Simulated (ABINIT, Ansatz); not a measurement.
# Li3SCl (Pm-3m): third-order response, part 2 of 2

Aim: Raman and infrared lines of Li3SCl (Pm-3m).

ABINIT 10.8.3; DFT LDA, scalar-relativistic, plane waves, PseudoDojo norm-conserving pseudopotentials.

So far. Step 5 (Zone-centre response): The acoustic modes at Γ come out as far as 0.5 cm⁻¹ from zero, where they should vanish, a small numerical error; the Born charges miss their sum rule by 0.0043 e, which is good. The lowest optical mode is imaginary, 161i cm⁻¹, an instability at this level and on this k mesh. The relaxed cell has a = 4.473 Å (conventional setting).

The structure was built from a prototype and need not be the compound's stable phase.

## (6) Modes with the sum rule

anaddb reads the merged derivatives and imposes the acoustic sum rule.

Contents of anaddb.abi:

```
ddb_filepath "gamma_DDB"
output_file "anaddb.abo"
outdata_prefix "anaddb"
asr 1
chneut 1
enunit 2
eivec 1
nph1l 1
qph1l 0.0 0.0 0.0 1.0
dieflag 1
nph2l 3
qph2l 
    1.0 0.0 0.0 0.0
    0.0 0.0 1.0 0.0
    1.0 1.0 1.0 0.0
nlflag 1
ramansr 1
alphon 1
prtmbm 1
```

Contents of mrgddb.in:

```
gamma_DDB
merged
3
dfpt_gammao_DS2_DDB
dfpt_gammao_DS3_DDB
gso_DDB
```

Run with:

```sh
> mrgddb < mrgddb.in > mrgddb.log
> OMP_NUM_THREADS=1 anaddb anaddb.abi > anaddb.log
```

anaddb.abo, the main output file:

```text
[banners, grids, parts of the stress and lines that vanish by symmetry left out]
-outvars_anaddb: echo values of input variables ----------------------

 Flags :
[...]
Dielectric Tensor and Effective Charges
[...]
Effective charge tensors after
[...]
1          1       -0.000000000       -0.000000000       -0.000000000
[...]
1          2       -0.000000000       -0.000000000       -0.000000000
[...]
1          3       -0.000000000       -0.000000000       -0.000000000
[...]
2          1       -0.000000000       -0.000000000       -0.000000000
[...]
2          2       -0.000000000       -0.000000000       -0.000000000
[...]
2          3       -0.000000000       -0.000000000       -0.000000000
[...]
3          1       -0.000000000       -0.000000000       -0.000000000
[...]
3          2       -0.000000000       -0.000000000       -0.000000000
[...]
3          3       -0.000000000       -0.000000000       -0.000000000
[...]
4          1       -0.000000000       -0.000000000       -0.000000000
[...]
4          2       -0.000000000       -0.000000000       -0.000000000
[...]
4          3       -0.000000000       -0.000000000       -0.000000000
[...]
5          1       -0.000000000       -0.000000000       -0.000000000
[...]
5          2       -0.000000000       -0.000000000       -0.000000000
[...]
5          3       -0.000000000       -0.000000000       -0.000000000
[...]
Phonon wavevector (reduced coordinates) :  0.00000  0.00000  0.00000
 Phonon energies in Hartree :
[...]
Phonon energies in meV     :
- -1.998826E+01 -1.998826E+01 -1.998826E+01 -1.800916E+01 -1.800916E+01
- -1.800916E+01  0.000000E+00  0.000000E+00  0.000000E+00  2.025245E+01
-  2.025245E+01  2.025245E+01  7.656816E+01  7.656816E+01  7.656816E+01
 Phonon frequencies in cm-1    :
- -1.612162E+02 -1.612162E+02 -1.612162E+02 -1.452537E+02 -1.452537E+02
- -1.452537E+02  0.000000E+00  0.000000E+00  0.000000E+00  1.633470E+02
-  1.633470E+02  1.633470E+02  6.175638E+02  6.175638E+02  6.175638E+02
 Phonon frequencies in Thz     :
- -4.833140E+00 -4.833140E+00 -4.833140E+00 -4.354596E+00 -4.354596E+00
- -4.354596E+00  0.000000E+00  0.000000E+00  0.000000E+00  4.897020E+00
-  4.897020E+00  4.897020E+00  1.851410E+01  1.851410E+01  1.851410E+01
 Phonon energies in Kelvin  :
- -2.319541E+02 -2.319541E+02 -2.319541E+02 -2.089876E+02 -2.089876E+02
- -2.089876E+02  0.000000E+00  0.000000E+00  0.000000E+00  2.350199E+02
[...]
-     0.00000000E+00  0.00000000E+00  0.00000000E+00
[...]
-  1  2.96103452E-06  0.00000000E+00  0.00000000E+00
-     0.00000000E+00  0.00000000E+00  0.00000000E+00
-  2  1.62395741E-03  0.00000000E+00  0.00000000E+00
-     0.00000000E+00  0.00000000E+00  0.00000000E+00
-  3  3.23005329E-04  0.00000000E+00  0.00000000E+00
-     0.00000000E+00  0.00000000E+00  0.00000000E+00
-  4  3.23005329E-04  0.00000000E+00  0.00000000E+00
-     0.00000000E+00  0.00000000E+00  0.00000000E+00
-  5 -8.16348577E-03  0.00000000E+00  0.00000000E+00
-     0.00000000E+00  0.00000000E+00  0.00000000E+00
[...]
-     1         -0.000000     0.000000    -1.821293     1.821293
-     2          0.000000     1.821293     0.000000     1.821293
[...]
-     8         -0.000000    -0.000000     0.000000     0.000000
-     9         -0.000000    -0.000000    -0.000000     0.000000
-    10          0.000000    -0.000000    -0.600271     0.600271
-    11         -0.000000     0.600271     0.000000     0.600271
-    12          0.600271    -0.000000     0.000000     0.600271
-    13          0.000000    -0.000000    -1.436573     1.436573
-    14          0.000000    -1.436573    -0.000000     1.436573
-    15         -1.436573    -0.000000     0.000000     1.436573
[...]
-   1     Real    0.0000E+00  0.0000E+00  1.9894E-04  0.0000E+00  0.0000E+00  0.0000E+00  1.9894E-04
[...]
-   2     Real    0.0000E+00  1.9894E-04  0.0000E+00  0.0000E+00  0.0000E+00  0.0000E+00  1.9894E-04
[...]
-   3     Real    1.9894E-04  0.0000E+00  0.0000E+00  0.0000E+00  0.0000E+00  0.0000E+00  1.9894E-04
[...]
-   4     Real    0.0000E+00  0.0000E+00  0.0000E+00  0.0000E+00  0.0000E+00  0.0000E+00  0.0000E+00
[...]
-   5     Real    0.0000E+00  0.0000E+00  0.0000E+00  0.0000E+00  0.0000E+00  0.0000E+00  0.0000E+00
[...]
-   6     Real    0.0000E+00  0.0000E+00  0.0000E+00  0.0000E+00  0.0000E+00  0.0000E+00  0.0000E+00
[...]
-   7     Real    0.0000E+00  0.0000E+00  0.0000E+00  0.0000E+00  0.0000E+00  0.0000E+00  0.0000E+00
[...]
-   8     Real    0.0000E+00  0.0000E+00  0.0000E+00  0.0000E+00  0.0000E+00  0.0000E+00  0.0000E+00
[...]
-   9     Real    0.0000E+00  0.0000E+00  0.0000E+00  0.0000E+00  0.0000E+00  0.0000E+00  0.0000E+00
[...]
-  10     Real    0.0000E+00  0.0000E+00  1.0860E-05  0.0000E+00  0.0000E+00  0.0000E+00  1.0860E-05
[...]
-  11     Real    0.0000E+00  1.0860E-05  0.0000E+00  0.0000E+00  0.0000E+00  0.0000E+00  1.0860E-05
[...]
-  12     Real    1.0860E-05  0.0000E+00  0.0000E+00  0.0000E+00  0.0000E+00  0.0000E+00  1.0860E-05
[...]
-  13     Real    0.0000E+00  0.0000E+00  1.4341E-04  0.0000E+00  0.0000E+00  0.0000E+00  1.4341E-04
[...]
-  14     Real    0.0000E+00  1.4341E-04  0.0000E+00  0.0000E+00  0.0000E+00  0.0000E+00  1.4341E-04
[...]
-  15     Real    1.4341E-04  0.0000E+00  0.0000E+00  0.0000E+00  0.0000E+00  0.0000E+00  1.4341E-04
[...]
could try to raise your convergence parameters (ecut and k-points).
[...]
could try to raise your convergence parameters (ecut and k-points).
[...]
...

 abinit_abort: decision taken to exit. Check above messages for more info
```

Elapsed: 2.3 s, on 1 thread of Intel Xeon at 2.70GHz, shared host.

The program refused the input: “The lowest mode appears to be a "true" negative mode, and not an acoustic mode”.

With an imaginary mode the lattice part of the dielectric tensor has no meaning; dieflag 2 would ask for the electronic part alone. The modes stand as the response run printed them.

## (7) A second program

The same cell, potentials and cutoff go through another code, on another k mesh. Its k mesh is centred on Γ.

This step: DFT LDA, scalar-relativistic, plane waves, PseudoDojo norm-conserving pseudopotentials (Ansatz 0.2.0).

Contents of input.yaml:

```yaml
crystal:
  lattice:
    - [4.4733259906, 0.0, 0.0]
    - [0.0, 4.4733259906, 0.0]
    - [0.0, 0.0, 4.4733259906]
  atoms:
    - { symbol: Cl, position: [0.0, 0.0, 0.0] }
    - { symbol: S, position: [0.5, 0.5, 0.5] }
    - { symbol: Li, position: [0.5, 0.5, 0.0] }
    - { symbol: Li, position: [0.5, 0.0, 0.5] }
    - { symbol: Li, position: [0.0, 0.5, 0.5] }
kpoints:
  mp_grid: { grid: [4, 4, 4] }
hamiltonian:
  xc: lda
  pseudopotentials: { kind: nc, accuracy: standard }
scf:
  occupations: { method: fixed }
output:
  eigenvalues: true
basis:
  ecutwfc: 897.976
phonons:
  method: dfpt
  dielectric: true
  rigid_motions: translations
  raman: true
```

Run with:

```sh
> ansatz run input.yaml --threads 4 --pin off --max-ram 8192MiB --backend cpu --events-out ev --progress --plain --runs-dir out
```

The log of the run:

```text
Warning: basis.ecutwfc = 897.976 eV is below the records' recommended 1006.821291 eV, and the density's cutoff is lower with it unless basis.ecutrho_ratio is high enough to keep the records' density cutoff: compare with a run at a higher cutoff
Engine: ansatz 0.2.0, x86_64-unknown-linux-gnu
Pseudopotentials: kind: nc
Pseudopotential: Cl, nc, valence charge 7, recommended cutoff 761.918815 eV (normal), Cl.nc.azcp (PseudoDojo's, or run here from an input of PseudoDojo's; its table is named by hamiltonian.pseudopotentials.accuracy)
Pseudopotential: S, nc, valence charge 6, recommended cutoff 734.707429 eV (normal), S.nc.azcp (PseudoDojo's, or run here from an input of PseudoDojo's; its table is named by hamiltonian.pseudopotentials.accuracy)
Pseudopotential: Li, nc, valence charge 3, recommended cutoff 1006.821291 eV (normal), Li.nc.azcp (PseudoDojo's, or run here from an input of PseudoDojo's; its table is named by hamiltonian.pseudopotentials.accuracy)
Functional definition: SPW92
  exchange = slater_x
  correlation = pw_c
Crystal: 5 atoms, lattice volume = 89.514 Å³
Basis set: ecut = 897.976 eV, 5449 PW (Γ), exchange–correlation on 90×90×90 points (8 copies of the dense FFT grid, shifted against one another)
Bands: 16, of which v1, the nominal top of the filled ones, is band 11 counted from 1 (10 counted from 0)
Symmetry: 48 space group operations
k-points: 30 of 64 (irreducible under 2 space group operations, time reversal used)
Non-local potential: Cl, projectors of the file, l = 0: 2, l = 1: 2, l = 2: 2
Non-local potential: S, projectors of the file, l = 0: 2, l = 1: 2, l = 2: 2
Non-local potential: Li, projectors of the file, l = 0: 2, l = 1: 2
Initial density: superposition of atomic densities (chi_scale 0.1, normalization cell, long waves kept (reshape's long-wave potential 0.02 eV rms))
Initial wavefunctions: pseudopotential atomic-orbital guess
Functional: x = slater, c = lda
SCF iter   1: F=—  HF=-1337.387241 eV  |F-HF|=—  |Δ(HF+E_count)|=         —  Δρ=5.76e-2  dr2=6.85e0  ethr=3.10e-3  ⟨swp⟩=5.1  Hψ=2439  notcnv=0  defer=44
preconditioner: auto → Resta (q_TF=auto, 2.159 Å⁻¹)  ε∞=3.3  [insulator: Δε(μ)=2.655 eV  Ē_g=10.395 eV  n_scr=18 (ndim 8)  ℏωp=15.7 eV  f_vac=0.000  ε∞_Penn≈3.3]
SCF iter   2: F=—  HF=-1335.333217 eV  |F-HF|=—  |Δ(HF+E_count)|=    2.05e0  Δρ=2.14e-2  dr2=7.88e-1  ethr=3.10e-3  ⟨swp⟩=3.7  Hψ=1237  notcnv=0  defer=70
SCF iter   3: F=—  HF=-1335.044532 eV  |F-HF|=—  |Δ(HF+E_count)|=   2.89e-1  Δρ=9.67e-3  dr2=1.54e-1  ethr=3.10e-3  ⟨swp⟩=2.8  Hψ=853  notcnv=0  defer=75
SCF iter   4: F=—  HF=-1334.985748 eV  |F-HF|=—  |Δ(HF+E_count)|=   5.88e-2  Δρ=2.11e-3  dr2=4.90e-3  ethr=6.98e-4  ⟨swp⟩=3.7  Hψ=833  notcnv=0  defer=79
SCF iter   5: F=—  HF=-1334.985704 eV  |F-HF|=—  |Δ(HF+E_count)|=   4.43e-5  Δρ=5.79e-4  dr2=2.35e-4  ethr=2.23e-5  ⟨swp⟩=3.0  Hψ=844  notcnv=0  defer=81
SCF iter   6: F=—  HF=-1334.985827 eV  |F-HF|=—  |Δ(HF+E_count)|=   1.23e-4  Δρ=6.20e-5  dr2=3.72e-6  ethr=1.07e-6  ⟨swp⟩=2.5  Hψ=695  notcnv=0  defer=80
SCF iter   7: F=—  HF=-1334.985828 eV  |F-HF|=—  |Δ(HF+E_count)|=   1.28e-6  Δρ=1.08e-5  dr2=9.05e-8  ethr=1.69e-8  ⟨swp⟩=2.1  Hψ=654  notcnv=0  defer=78
SCF iter   8: F=—  HF=-1334.985802 eV  |F-HF|=—  |Δ(HF+E_count)|=   2.56e-5  Δρ=1.02e-6  dr2=6.30e-10  ethr=4.11e-10  ⟨swp⟩=2.1  Hψ=671  notcnv=0  defer=78
SCF iter   9: F=-1334.985802 eV  HF=-1334.985802 eV  |F-HF|=2.73e-12  |Δ(HF+E_count)|=  5.93e-10  Δρ=1.23e-7  dr2=8.77e-12  ethr=1.00e-12  ⟨swp⟩=15.9  Hψ=4036  notcnv=0
SCF 1 converged in 9 iterations: F = -1334.985802 eV  dr2 = 8.77e-12
DFPT response loops at Γ: preconditioner auto → none (the input reference at scf.mixing.eps_inf says where Resta's filter doesn't serve); β = 0.50; Broyden in place of MSR1
── the response to a field inside a basis, on 8×8×8 k-points: an SCF that follows is theirs, and a resumed run solves both again ──
Bands: 12, of which v1, the nominal top of the filled ones, is band 11 counted from 1 (10 counted from 0)
k-points: 20 of 512
Initial density: handed on by an earlier stage of this run
Initial wavefunctions: pseudopotential atomic-orbital guess (no wavefunctions were taken with the density)
Eigensolver: Dense (20 Hₖ)
SCF iter   1: F=—  HF=-1334.985649 eV  |F-HF|=—  |Δ(HF+E_count)|=         —  Δρ=3.07e-4  dr2=7.44e-6  ethr=1.00e-1
preconditioner: auto → Resta (q_TF=auto, 2.159 Å⁻¹)  ε∞=4.1  [insulator: Δε(μ)=4.045 eV  Ē_g=8.857 eV  n_scr=18 (ndim 8)  ℏωp=15.7 eV  f_vac=0.000  ε∞_Penn≈4.1]
SCF iter   2: F=—  HF=-1334.985647 eV  |F-HF|=—  |Δ(HF+E_count)|=   1.57e-6  Δρ=1.46e-4  dr2=1.66e-6  ethr=3.38e-8
SCF iter   3: F=—  HF=-1334.985647 eV  |F-HF|=—  |Δ(HF+E_count)|=   3.75e-7  Δρ=2.66e-6  dr2=2.35e-9  ethr=7.54e-9
SCF iter   4: F=—  HF=-1334.985647 eV  |F-HF|=—  |Δ(HF+E_count)|=  8.88e-10  Δρ=5.69e-7  dr2=2.11e-10  ethr=1.07e-11
SCF iter   5: F=-1334.985647 eV  HF=-1334.985647 eV  |F-HF|=5.91e-12  |Δ(HF+E_count)|=  6.73e-11  Δρ=1.05e-7  dr2=1.13e-11  ethr=1.00e-12
SCF 1 converged in 5 iterations: F = -1334.985647 eV  dr2 = 1.13e-11
DFPT response loops at Γ: mixed as the last ones told, above
DFPT response loops at Γ: mixed as the last ones told, above
SCF converged after 9 iterations
Free energy (F): -1334.985802 eV
Harris-Foulkes:  -1334.985802 eV  (|F-HF|=2.73e-12)
Internal energy: -1334.985802 eV  (E = F + TS)
E sigma→0 (E₀):  -1334.985802 eV
Fermi energy:    1.115305 eV
--- Per-component energies (eV) ---
  E_band       = -295.950437
  E_kinetic    = 678.826679
  E_local      = -862.491123  (includes V_loc(G=0)·N_el)
  E_nonlocal   = -263.420779
  E_hartree    = 257.272451
  E_xc         = -339.851946
  E_vxc        = -363.410105  (∫ρ·V_xc dr)
  E_ewald      = -805.321084
  E_smearing   = -0.000000  (= −TS)
  E_closure    = -0.000000  (closes the sum)
  Σ components = -1334.985802   (vs F -1334.985802, Δ=0.00e0)
--- Band table (eV; the first three rows and the last of 30) ---
  k-point 0: bands = [... 7 lower, -0.9289, 0.7008, 0.7008, 0.7008, 5.1504, 7.3602, 7.3602, 10.7826, ... 1 higher]
  k-point 1: bands = [... 7 lower, -0.6965, 0.2361, 0.4740, 0.4740, 6.1105, 7.4384, 7.9857, 9.2548, ... 1 higher]
  k-point 2: bands = [... 7 lower, -0.1811, -0.1811, -0.0417, -0.0417, 7.5143, 7.5329, 8.2820, 8.7692, ... 1 higher]
  k-point 29: bands = [... 7 lower, -0.8719, 0.2089, 0.2089, 0.2089, 7.0721, 7.0721, 7.0721, 10.1901, ... 1 higher]
--- Phonons (Γ-DFPT): 4 representative perturbations + reference, on 30 of 64 k-points (Σ response iterations 14) ---
  k mesh reduced under 2 symmetry operations, with k and −k counted as one. Each operation leaves every solved perturbation unchanged. A smaller set is not considered because the run solves the response to a homogeneous field
  ASR residual: 1.228e-4 → 0.000e0 eV/Å²; symmetrization residual: 5.389e-7 eV/Å²
  ASR residual per site (eV/Å²): 1.23e-4 3.20e-5 2.39e-5 2.39e-5 2.39e-5
  Γ frequencies (cm⁻¹): -161.30 -161.30 -161.30 -145.29 -145.29 -145.29 0.00 0.00 0.00 163.28 163.28 163.28 617.61 617.61 617.61
  ε∞ (high-frequency dielectric tensor):
        3.379608     0.000000     0.000000
        0.000000     3.379608     0.000000
        0.000000     0.000000     3.379608
  softest optical mode at Γ: -161.30 cm⁻¹; the repairs (sum rule, projections) moved no ω² at Γ by more than (1.12 cm⁻¹)²
  Born effective charges Z* (e; rows j = field, columns β = displacement):
    site 0:
        -1.50904    0.00000   -0.00000
        -0.00000   -1.50904    0.00000
         0.00000    0.00000   -1.50904
    site 1:
        -1.67748   -0.00000    0.00000
         0.00000   -1.67748   -0.00000
         0.00000   -0.00000   -1.67748
    site 2:
         0.98753    0.00000    0.00000
         0.00000    0.98753   -0.00000
         0.00000   -0.00000    1.21145
    site 3:
         0.98753   -0.00000    0.00000
        -0.00000    1.21145   -0.00000
         0.00000   -0.00000    0.98753
    site 4:
         1.21145    0.00000    0.00000
         0.00000    0.98753   -0.00000
         0.00000    0.00000    0.98753
  Z* charge neutrality: 9.173e-4 e pre-enforcement
  solved inside a basis spanned on kpoints, on 8×8×8 k-points: ε∞ is read to err by 7.4e-3, Z* by 7.9e-3 e (field_mesh: kpoints solves on kpoints); Z* is corrected for what the basis lacks
  Raman tensors (in the event stream and the table raman_tensors.tsv): an entry may err by 1.5e-3 Å², one of the second-order susceptibility by 7.8e-20 pm/V (basis, points and sum rule); their sum over the sites missed zero by 1.348e-20 Å² ahead of its enforcement
  optical modes at Γ without the LO–TO term, one row a degenerate level:
      ω (cm⁻¹)  modes    IR ((D/Å)²/amu)  static Raman (Å⁴/amu)  depolarisation
       -161.30      3            25.1301                 0.0000               —
       -145.29      3             0.0000                 0.0000               —
        163.28      3             1.3692                 0.0000               —
        617.61      3            18.1097                 0.0000               —
  optical modes at Γ + LO–TO along q̂ = [1.0000, 0.0000, 0.0000]:
      ω (cm⁻¹)  modes    IR ((D/Å)²/amu)  static Raman (Å⁴/amu)  depolarisation
       -161.30      2            16.7534                 0.0000               —
       -145.29      3             0.0000                 0.0000               —
        125.67      1             2.3122                 0.0000               —
        163.28      2             0.9128                 0.0000               —
        200.88      1             4.5855                 0.0000               —
        617.61      2            12.0731                 0.0000               —
        656.33      1             7.9720                 0.0000               —
  optical modes at Γ + LO–TO along q̂ = [0.0000, 1.0000, 0.0000]:
      ω (cm⁻¹)  modes    IR ((D/Å)²/amu)  static Raman (Å⁴/amu)  depolarisation
       -161.30      2            16.7534                 0.0000               —
       -145.29      3             0.0000                 0.0000               —
        125.67      1             2.3122                 0.0000               —
        163.28      2             0.9128                 0.0000               —
        200.88      1             4.5855                 0.0000               —
        617.61      2            12.0731                 0.0000               —
        656.33      1             7.9720                 0.0000               —
  optical modes at Γ + LO–TO along q̂ = [0.0000, 0.0000, 1.0000]:
      ω (cm⁻¹)  modes    IR ((D/Å)²/amu)  static Raman (Å⁴/amu)  depolarisation
       -161.30      2            16.7534                 0.0000               —
       -145.29      3             0.0000                 0.0000               —
        125.67      1             2.3122                 0.0000               —
        163.28      2             0.9128                 0.0000               —
        200.88      1             4.5855                 0.0000               —
        617.61      2            12.0731                 0.0000               —
        656.33      1             7.9720                 0.0000               —
```

Run time: 2.2 min. Hardware: 4 threads; peak memory 1.5 GiB.

Numbers from this step:

| Quantity | Value |
| --- | --- |
| sum-rule residual before enforcement | 1.23e-4 eV/Å² |
| miss of the charge sum rule | 9.17e-4 e |
| estimated error of the dielectric tensor | 0.007376 |
| estimated error of the Born charges | 0.007937 e |
| lowest optical zone-centre mode | -161.3 cm⁻¹ |
| mean high-frequency dielectric constant | 3.380 |
| largest Born charge in size (third of the trace) | 1.677 e |
| highest mode moved by the LO-TO term | 656.3 cm⁻¹ |

Transverse modes; imaginary modes left out. Infrared lines, with heights relative to the strongest:

| position (cm⁻¹) | label | IR intensity ((D/Å)²/amu), degenerate modes summed, relative |
| --- | --- | --- |
| 163 | T1u | 7.6 |
| 618 | T1u | 100 |

## (8) The two compared: ABINIT PseudoDojo and Ansatz, PseudoDojo

Worked out from the results:

```yaml
root_mean_square_difference: 0.06 cm⁻¹
largest_difference: 0.08 cm⁻¹
```

The two runs side by side. Further quantities:

| quantity | ABINIT PseudoDojo | Ansatz, PseudoDojo |
| --- | --- | --- |
| mean ε∞ | 3.375 | 3.38 |
| largest Born charge in size (e; the first before, the second after the charge sum rule) | 1.676 | 1.677 |

At the zone centre the largest difference (acoustic modes at Γ apart) is 0.01 % of the highest mode.

## (9) Outcome

| Property | Result |
| --- | --- |
| space group after relaxation | Pm-3m |
| volume per atom | 17.9 Å³ |
| highest optical zone-centre mode (no LO-TO term) | 617.6 cm⁻¹ |
| lowest optical zone-centre mode | -161.2 cm⁻¹ |
| mean high-frequency dielectric constant | 3.37 |
| largest Born charge in size (third of the trace) | 1.68 e |
| largest difference from Ansatz, PseudoDojo | 0.08 cm⁻¹ |

What this shows: No mode is Raman active in this structure. At the LDA level the optical modes of Li3SCl (Pm-3m) at the zone centre (no LO-TO term) run from 161i to 618 cm⁻¹, so the structure is a saddle point, with 6 modes beyond 10i cm⁻¹ there. ABINIT PseudoDojo and Ansatz, PseudoDojo agree to 0.08 cm⁻¹ (0.01 % of the highest mode compared) on all solved modes but the acoustic ones at Γ, without the LO-TO term. These are harmonic frequencies at zero temperature: anharmonic shifts and linewidths and thermal expansion are left out. Ansatz warns that the cutoff lies 11 % under the one recommended for these files; agreement at one cutoff is not convergence. The structure is a hypothetical one, built on a prototype.

[Host names and launcher messages were left out of these logs when they were recorded.]

[Logs are printed without paths, hosts, clocks, repeated set-up lines and the standing remarks that a program may print on its own settings, such as how far it seeks lower states.]

[Hosts, paths, dates, database ids (printed as entryN), source tags and the programs' standing remarks are cut or masked in the printed files.]
